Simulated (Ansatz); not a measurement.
# Decaying states in the gap of TaCu2AgTe4, part 2 of 3

A new crystal, TaCu2AgTe4: structure, gap and complex bands. It is built by putting Ag for part of the Cu in the TaCu3Te4 structure of space group P-43m, with the volume rescaled by atomic radii. The parent structure comes from the Materials Project.

Ansatz 0.2.0; r2SCAN DFT, plane waves, PAW files (the session's first sound run).

So far. Step 2 (Relaxing the new crystal): The largest force component on a free atom ends at 6.8e-4 eV/Å.

The structure was built from a prototype and need not be the compound's stable phase.

## 3. The bulk crystal and its band edges

The energy window and the wavevectors of the next steps follow from the band edges, so these are searched first, off the mesh as well.

input.yaml

```yaml
crystal:
  lattice:
    - [6.3604617095, 0.0, 0.0]
    - [0.0, 5.9946711261, 0.0]
    - [0.0, 0.0, 5.9946711261]
  atoms:
    - { symbol: Ta, position: [0.0, 0.0, 0.0] }
    - { symbol: Cu, position: [0.0, 0.5, 0.0] }
    - { symbol: Ag, position: [0.5, 0.0, 0.0] }
    - { symbol: Cu, position: [0.0, 0.0, 0.5] }
    - { symbol: Te, position: [0.2341491918, 0.7397143017, 0.7397143017] }
    - { symbol: Te, position: [0.2341491918, 0.2602856983, 0.2602856983] }
    - { symbol: Te, position: [0.7658508082, 0.2602856983, 0.7397143017] }
    - { symbol: Te, position: [0.7658508082, 0.7397143017, 0.2602856983] }
kpoints:
  mp_grid: { grid: [4, 4, 4] }
  band_path: { path: [VBM, CBM], npoints: 30 }
scf:
  occupations: { method: fixed }
hamiltonian:
  xc: r2scan
output:
  eigenvalues: true
  write_potential: true
  write_density: true
  volumetric_format: npy
  elf: true
```

Launch:

```sh
$ ansatz run input.yaml --threads 2 --pin off --max-ram 4096MiB --backend cpu --events-out ev --progress --plain --runs-dir out
```

Numbers of over 12 decimals in the logs are rounded to 6 here.

The program printed:

```text
[...]
Crystal: 8 atoms, lattice volume = 228.570 Å³
Basis set: ecut = 500 eV, 5779 PW (Γ), exchange–correlation on 192×180×180 points (64 copies of the dense FFT grid, shifted against one another)
Bands: 81, of which v1, the nominal top of the filled ones, is band 67 counted from 1 (66 counted from 0)
Symmetry: 8 space group operations
[...]
k-points: 18 of 64 (time reversal used)
[...]
SCF iter   1: F=—  HF=-58792.578668 eV  |F-HF|=—  |Δ(HF+E_count)|=         —  Δρ=1.83e-2  dr2=5.90e-1  dr2_τ=2.70e-2  ethr=1.77e-3  ⟨swp⟩=4.9  Hψ=4701  notcnv=0  defer=187
[...]
SCF iter  10: F=-58792.537771 eV  HF=-58792.537771 eV  |F-HF|=1.01e-8  |Δ(HF+E_count)|=   1.30e-7  Δρ=2.45e-6  dr2=2.14e-8  dr2_τ=4.38e-10  ethr=7.46e-11  ⟨swp⟩=10.1  Hψ=6231  notcnv=0
SCF 1 converged in 10 iterations: F = -58792.537771 eV  dr2 = 2.14e-8
[...]
NSCF: frozen V_eff on 40 k-points
[...]
SCF converged after 10 iterations
Free energy (F): -58792.537771 eV
[...]
Internal energy: -58792.537771 eV  (E = F + TS)
E sigma→0 (E₀):  -58792.537771 eV
Fermi energy:    8.528402 eV
[...]
--- Band table (eV; the first three rows and the last of 18) ---
  k-point 0: bands = [... 63 lower, 6.9015, 8.0116, 8.0744, 8.0744, 10.0671, 10.2633, 10.2965, 10.2965, ... 10 higher]
  k-point 1: bands = [... 63 lower, 7.0034, 7.5780, 7.9700, 8.0587, 9.9849, 10.2759, 10.4040, 10.5073, ... 10 higher]
  k-point 2: bands = [... 63 lower, 6.9170, 7.0486, 7.9146, 8.0413, 9.8998, 10.4359, 10.4697, 10.6521, ... 10 higher]
  k-point 17: bands = [... 63 lower, 6.8915, 8.3654, 8.5284, 8.5284, 10.5746, 10.7374, 10.8748, 10.9614, ... 10 higher]
```

Elapsed: 1.8 min, on 2 threads of Intel Xeon Platinum 8375C at 2.90GHz (Ice Lake), shared host; peak memory 1.4 GiB.

The column dr2 measures how far the density is from self-consistency, as an energy; F and HF (Harris–Foulkes) agree once it is small.

Numbers from this step:

- Fermi energy: 8.528 eV
- gap on the k-mesh: 1.286 eV
- gap on path: 1.286 eV, by band count; negative where bands overlap
- direct gap on path: 1.869 eV
- edge places on path: 0, 0.7411 1/A along the path

The electronic bands at the labelled points (eV, zero at the Fermi level (highest filled level under fixed occupations); v1 is the highest filled band, c1 the lowest empty one):

```csv
point,v4,v3,v2,v1,c1,c2,c3,c4
VBM,-1.64,-0.16,0.00,0.00,2.05,2.21,2.35,2.43
halfway,-1.47,-0.66,-0.66,-0.61,1.83,1.90,1.93,2.32
CBM,-1.79,-1.36,-0.58,-0.58,1.29,1.76,2.09,2.21
```

Valence density in the ac plane at fractional y = 0.000, with atoms of Ta and Ag and Cu within 0.2 Å of it. It is the smooth field of the valence electrons, not physical close to the nuclei.

Values in e/Å³, 9 rows by 16 columns, each cell a mean:
```
 4  3  1  0  0  0  2  8 10  5  1  0  0  0  2  3
 1  0  0  0  0  0  0  1  1  0  0  0  0  0  0  1
 0  0  0  0  0  0  0  0  0  0  0  0  0  0  0  0
10  2  0  0  0  0  0  0  0  0  0  0  0  0  1  6
41  8  1  0  0  0  0  0  0  0  0  0  0  0  2 23
 3  1  0  0  0  0  0  0  0  0  0  0  0  0  0  2
 0  0  0  0  0  0  0  0  0  0  0  0  0  0  0  0
 1  1  0  0  0  0  0  1  2  1  0  0  0  0  0  1
 4  3  1  0  0  0  3 11 15  7  1  0  0  0  2  4
```
Columns run along a (6.4 Å), rows up along c (6.0 Å). Atoms in or near the plane, at fractional coordinates: Ta at (0.00, 0.00), Ag at (0.50, 0.00), Cu at (0.00, 0.50).

ELF in the ac plane at fractional y = 0.000, with atoms of Ta and Ag and Cu within 0.2 Å of it. It is the smooth field of the valence electrons, not physical close to the nuclei.

Ten even steps from '0' (0.01) to '9' (0.85), each cell a mean:
```
475122257864232276
763243235542233247
222454222322355322
234554311112356543
334554311012455433
212333210001333221
421221100000122123
952110000000011137
742111000000011125
221232100001233212
223444310012344322
334554311112455543
123554212212355432
542343224432244234
774132246763232267
166122358974221374
```
Columns run along a (6.4 Å), rows up along c (6.0 Å). Atoms in or near the plane, at fractional coordinates: Ta at (0.00, 0.00), Ag at (0.50, 0.00), Cu at (0.00, 0.50).

Electrostatic potential energy in the ac plane at fractional y = 0.000, with atoms of Ta and Ag and Cu within 0.2 Å of it. With pseudopotentials it is smooth inside the atoms' cores, unlike the true potential.

Ten even steps from '0' (-44 eV) to '9' (13 eV), each cell a mean:
```
004799742235898620
246899864457999753
678999988789999887
899999999999999998
999999999999999999
678999999999999986
137999999999999851
005999999999999830
016999999999999840
358999999999999974
889999999999999998
999999999999999999
888999999899999988
457899976678999865
015899853246898730
003799742125898610
```
Columns run along a (6.4 Å; values clipped at the 3rd and 97th percentile), rows up along c (6.0 Å). Atoms in or near the plane, at fractional coordinates: Ta at (0.00, 0.00), Ag at (0.50, 0.00), Cu at (0.00, 0.50).

The searched edges give 1.29 eV, as on the mesh.

## 4. Complex bands, plane (001)

This step: r2SCAN DFT, plane waves, PAW files; complex bands by layer matching along the plane's normal (Ansatz 0.2.0).

The same crystal is laid in a cell whose first two vectors span the (001) plane (indices of the standard conventional cell, whose axes can be ordered otherwise than in the bulk input). At fixed energy and wavevector in the plane the solver finds all kz, real and complex. A few wavevectors are listed, (0, 0) and (-0.5, -0.5) in units of the plane's reciprocal vectors; the slowest state needn't be among them.

input.yaml

```yaml
crystal:
  lattice:
    - [5.994671126, 0.0, 0.0]
    - [0.0, 5.994671126, 0.0]
    - [0.0, 0.0, 6.36046171]
  atoms:
    - { symbol: Ta, position: [0.0, 0.0, 0.0] }
    - { symbol: Cu, position: [0.5, 0.0, 0.0] }
    - { symbol: Ag, position: [0.0, 0.0, 0.5] }
    - { symbol: Cu, position: [0.0, 0.5, 0.0] }
    - { symbol: Te, position: [0.7397143017, 0.7397143017, 0.2341491918] }
    - { symbol: Te, position: [0.2602856983, 0.2602856983, 0.2341491918] }
    - { symbol: Te, position: [0.2602856983, 0.7397143017, 0.7658508082] }
    - { symbol: Te, position: [0.7397143017, 0.2602856983, 0.7658508082] }
kpoints:
  mp_grid: { grid: [4, 4, 4] }
scf:
  occupations: { method: fixed }
hamiltonian:
  xc: r2scan
output:
  eigenvalues: true
  transmission:
    leads: [[0, 0]]
    kpoints: [[0.0, 0.0], [-0.5, -0.5]]
    e_range: [-1.0, 2.29]
    de: 0.05
```

The program printed:

```text
[...]
Crystal: 8 atoms, lattice volume = 228.570 Å³
Basis set: ecut = 500 eV, 5779 PW (Γ), exchange–correlation on 180×180×192 points (64 copies of the dense FFT grid, shifted against one another)
Bands: 81, of which v1, the nominal top of the filled ones, is band 67 counted from 1 (66 counted from 0)
Symmetry: 8 space group operations
[...]
k-points: 18 of 64 (time reversal used)
[...]
SCF iter   1: F=—  HF=-58792.578648 eV  |F-HF|=—  |Δ(HF+E_count)|=         —  Δρ=1.83e-2  dr2=5.90e-1  dr2_τ=2.70e-2  ethr=1.77e-3  ⟨swp⟩=4.8  Hψ=4694  notcnv=0  defer=184
[...]
SCF iter  10: F=-58792.537771 eV  HF=-58792.537771 eV  |F-HF|=1.03e-8  |Δ(HF+E_count)|=   1.37e-7  Δρ=2.29e-6  dr2=1.98e-8  dr2_τ=4.15e-10  ethr=7.46e-11  ⟨swp⟩=9.9  Hψ=6044  notcnv=0
SCF 1 converged in 10 iterations: F = -58792.537771 eV  dr2 = 1.98e-8
[...]
transmission: 10 of 20 steps passed
transmission: 20 of 20 steps passed
SCF converged after 10 iterations
Free energy (F): -58792.537771 eV
[...]
Internal energy: -58792.537771 eV  (E = F + TS)
E sigma→0 (E₀):  -58792.537771 eV
Fermi energy:    8.528400 eV
[...]
--- Band table (eV; the first three rows and the last of 18) ---
  k-point 0: bands = [... 63 lower, 6.9015, 8.0116, 8.0744, 8.0744, 10.0671, 10.2633, 10.2965, 10.2965, ... 10 higher]
  k-point 1: bands = [... 63 lower, 6.8009, 7.5857, 8.0109, 8.0109, 9.9470, 10.3634, 10.4545, 10.5365, ... 10 higher]
  k-point 2: bands = [... 63 lower, 6.7417, 7.1640, 7.9449, 7.9449, 9.8140, 10.2879, 10.6137, 10.7396, ... 10 higher]
  k-point 17: bands = [... 63 lower, 6.8915, 8.3654, 8.5284, 8.5284, 10.5746, 10.7374, 10.8748, 10.9614, ... 10 higher]
--- Transmission ---
  basis      : 373 plane waves across, 10 finite elements along
  points     : 2, as listed
  energies   : 66 from -1.000000 to 2.250000 eV about the Fermi level, 0.050000 eV apart; the leads are filled to 0.642792 eV, and channels, transmission and decay are at 0.650000 eV
  crystal 0  : Te4Ta1Cu2Ag1, at the sites [0, 0], period 6.3605 Å: whole cells are its period
    offset         : up to 0.0000 Å between an atom of the period and one for which it stands
    channels       : 0.000000e0 a spin
    conductance    : none, the energies end too early or step too widely for 300 K: set another output.transmission.e_range or a lower de, or, where they end at an eighth of basis.ecutwfc, a higher one
    slowest decay  : 0.1933 /Å at (-0.5000, -0.5000)
```

Run time: 2.6 min. Hardware: 2 threads; peak memory 1.9 GiB; 4.1 min of CPU time.

This step gave:

* level to which the leads are filled: 0.6428 eV from the Fermi level
* decay constant at the filling level, zone centre: 0.2575 Å⁻¹
* decay constant at the filling level, slowest listed point: 0.1933 Å⁻¹

K parallel (0, 0); values up to 1.5 1/Å, a degenerate pair printed once or twice; energies at which all values exceed this have no row. Im kz of the slowest decaying states against energy, zero at the highest filled level on the SCF mesh:

```csv
energy (eV),decay 1 (Å⁻¹),decay 2 (Å⁻¹),decay 3 (Å⁻¹),decay 4 (Å⁻¹)
-1.000,0.317,0.364,0.376,0.539
-0.800,0.317,0.339,0.379,0.558
-0.600,0.107,0.107,0.354,0.387
-0.400,0.107,0.194,0.365,0.391
-0.200,0.167,0.343,0.390,0.393
0.000,0.202,0.358,0.386,0.457
0.200,0.226,0.356,0.380,0.505
0.400,0.243,0.349,0.370,0.524
0.600,0.255,0.338,0.356,0.464
0.800,0.264,0.322,0.339,0.396
1.000,0.269,0.301,0.311,0.316
1.200,0.177,0.272,0.272,0.286
1.400,0.232,0.242,0.269,0.525
1.600,0.167,0.168,0.214,0.455
1.800,0.342,0.524,0.630,0.633
2.000,0.322,0.501,0.572,0.605
2.200,0.0521,0.194,0.314,0.575
```

K parallel (-0.5, -0.5); values up to 1.5 1/Å, a degenerate pair printed once or twice; energies at which all values exceed this have no row. Table of Im kz of the slowest decaying states by energy, zero at the highest filled level on the SCF mesh:

```csv
energy (eV),decay 1 (Å⁻¹),decay 2 (Å⁻¹),decay 3 (Å⁻¹),decay 4 (Å⁻¹)
-1.000,0.168,0.332,0.343,0.343
-0.800,0.345,0.403,0.429,0.643
-0.600,0.353,0.361,0.437,0.701
-0.400,0.222,0.356,0.460,0.702
-0.200,0.355,0.475,0.703,1.01
0.000,0.00197,0.00203,0.273,0.351
0.200,0.122,0.343,0.358,0.490
0.400,0.163,0.332,0.402,0.491
0.600,0.188,0.317,0.426,0.490
0.800,0.205,0.297,0.438,0.485
1.000,0.215,0.269,0.440,0.477
1.200,0.221,0.230,0.434,0.465
1.400,0.168,0.221,0.419,0.450
1.600,0.217,0.393,0.430,0.604
1.800,0.0919,0.207,0.352,0.404
2.000,0.189,0.279,0.370,0.554
2.200,0.0503,0.0669,0.157,0.322
```

K parallel (-0.5, -0.5). Table of Re kz of states that move upwards by energy, zero at the highest filled level on the SCF mesh:

```csv
energy (eV),channel 1 (Å⁻¹),channel 2 (Å⁻¹),channel 3 (Å⁻¹)
-1.00,-,-,-
-0.90,-,-,-
-0.80,0.0989,0.0989,-
-0.65,0.186,0.186,-
-0.55,0.227,0.227,-
-0.45,0.264,0.264,-
-0.35,0.300,0.300,-
-0.20,0.335,0.355,0.355
-0.10,0.399,0.399,-
0.00,-,-,-
0.10,-,-,-
0.25,-,-,-
0.35,-,-,-
0.45,-,-,-
0.55,-,-,-
0.70,-,-,-
0.80,-,-,-
0.90,-,-,-
1.00,-,-,-
1.15,-,-,-
1.25,-,-,-
1.35,-,-,-
1.45,-,-,-
1.60,-0.0964,0.240,-
1.70,0.318,-,-
1.80,0.367,-,-
1.90,0.409,-,-
2.05,0.0989,-,-
2.15,0.154,-,-
2.25,-0.342,0.204,-
```

At the listed wavevectors the last open channel is at -0.05 eV and the next at +1.30 eV on the grid. At +0.65 eV, the grid energy nearest the filling level (the middle of the gap on the SCF mesh), the slowest state at the listed wavevectors decays with κ = 0.193 Å⁻¹, its amplitude falling by e over 5.2 Å. Through 1 nm of this crystal that state's transmission falls by exp(−2 × 0.193 Å⁻¹ × 10 Å) = 0.021.

## 5. Decay over the two-dimensional zone

The listed points could miss the slowest state, so one energy near mid-gap is solved on a mesh of 8×8.

input.yaml: that of step 4 with these lines changed.

```diff
@@ -22,6 +22,2 @@
   eigenvalues: true
-  transmission:
-    leads: [[0, 0]]
-    kpoints: [[0.0, 0.0], [-0.5, -0.5]]
-    e_range: [-1.0, 2.29]
-    de: 0.05
+  transmission: { leads: [[0, 0]], kmesh: [8, 8], e_range: [0.64, 0.65], de: 0.05 }
```

The program printed:

```text
[...]
Crystal: 8 atoms, lattice volume = 228.570 Å³
Basis set: ecut = 500 eV, 5779 PW (Γ), exchange–correlation on 180×180×192 points (64 copies of the dense FFT grid, shifted against one another)
Bands: 81, of which v1, the nominal top of the filled ones, is band 67 counted from 1 (66 counted from 0)
Symmetry: 8 space group operations
[...]
k-points: 18 of 64 (time reversal used)
[...]
SCF iter   1: F=—  HF=-58792.578648 eV  |F-HF|=—  |Δ(HF+E_count)|=         —  Δρ=1.83e-2  dr2=5.90e-1  dr2_τ=2.70e-2  ethr=1.77e-3  ⟨swp⟩=4.8  Hψ=4694  notcnv=0  defer=184
[...]
SCF iter  10: F=-58792.537771 eV  HF=-58792.537771 eV  |F-HF|=1.03e-8  |Δ(HF+E_count)|=   1.37e-7  Δρ=2.29e-6  dr2=1.98e-8  dr2_τ=4.15e-10  ethr=7.46e-11  ⟨swp⟩=9.9  Hψ=6044  notcnv=0
SCF 1 converged in 10 iterations: F = -58792.537771 eV  dr2 = 1.98e-8
[...]
transmission: 36 of 189 steps passed
transmission: 72 of 189 steps passed
[...]
transmission: 189 of 189 steps passed
SCF converged after 10 iterations
Free energy (F): -58792.537771 eV
[...]
Internal energy: -58792.537771 eV  (E = F + TS)
E sigma→0 (E₀):  -58792.537771 eV
Fermi energy:    8.528400 eV
[...]
--- Band table (eV; the first three rows and the last of 18) ---
  k-point 0: bands = [... 63 lower, 6.9015, 8.0116, 8.0744, 8.0744, 10.0671, 10.2633, 10.2965, 10.2965, ... 10 higher]
  k-point 1: bands = [... 63 lower, 6.8009, 7.5857, 8.0109, 8.0109, 9.9470, 10.3634, 10.4545, 10.5365, ... 10 higher]
  k-point 2: bands = [... 63 lower, 6.7417, 7.1640, 7.9449, 7.9449, 9.8140, 10.2879, 10.6137, 10.7396, ... 10 higher]
  k-point 17: bands = [... 63 lower, 6.8915, 8.3654, 8.5284, 8.5284, 10.5746, 10.7374, 10.8748, 10.9614, ... 10 higher]
--- Transmission ---
  basis      : 373 plane waves across, 9 finite elements along
  points     : 21, standing for a mesh of 8 x 8
  energies   : 1 from 0.640000 to 0.640000 eV about the Fermi level; the leads are filled to 0.642792 eV, and channels, transmission and decay are at 0.640000 eV
[...]
channels       : 0.000000e0 a spin
    conductance    : none, crystal 0 has no channel at the energies, or these end too early or step too widely for 300 K: set another output.transmission.e_range or a lower de, or, where they end at an eighth of basis.ecutwfc, a higher one
    slowest decay  : 0.1924 /Å at (0.5000, 0.5000)
```

The job ended after 1.8 min (2 threads; peak memory 2.3 GiB).

This step gave:

| Property | Result |
| --- | --- |
| least decay constant on the mesh | 0.1924 Å⁻¹ |

Slowest decay constant (1/Å; 0 where a channel is open) over k1 and k2. At 0.6400 eV from the Fermi level.

Values, 8 rows by 8 columns:
```
0.210 0.254 0.316 0.330 0.291 0.330 0.316 0.254
0.248 0.316 0.311 0.315 0.278 0.315 0.311 0.316
0.334 0.330 0.315 0.278 0.291 0.278 0.315 0.330
0.319 0.291 0.278 0.291 0.257 0.291 0.278 0.291
0.334 0.330 0.315 0.278 0.291 0.278 0.315 0.330
0.248 0.316 0.311 0.315 0.278 0.315 0.311 0.316
0.210 0.254 0.316 0.330 0.291 0.330 0.316 0.254
0.192 0.210 0.248 0.334 0.319 0.334 0.248 0.210
```
Columns: k1 (b1) from -0.5 to 0.375; rows upwards: k2 (b2) from -0.5 to 0.375.

The least value on the mesh is 0.192 Å⁻¹ at +0.64 eV. At that energy the listed points give about 0.192 Å⁻¹ by interpolation, so the mesh holds no clearly slower state.

(Part 2 of 3 ends here.)

[Logs are printed without paths, hosts, clocks, repeated set-up lines and the standing remarks that a program may print on its own settings, such as how far it seeks lower states.]

[Hosts, paths, dates, database ids (printed as entryN), source tags and the programs' standing remarks are cut or masked in the printed files.]

[New means built here by substitution; the compound itself may be known and measured.]
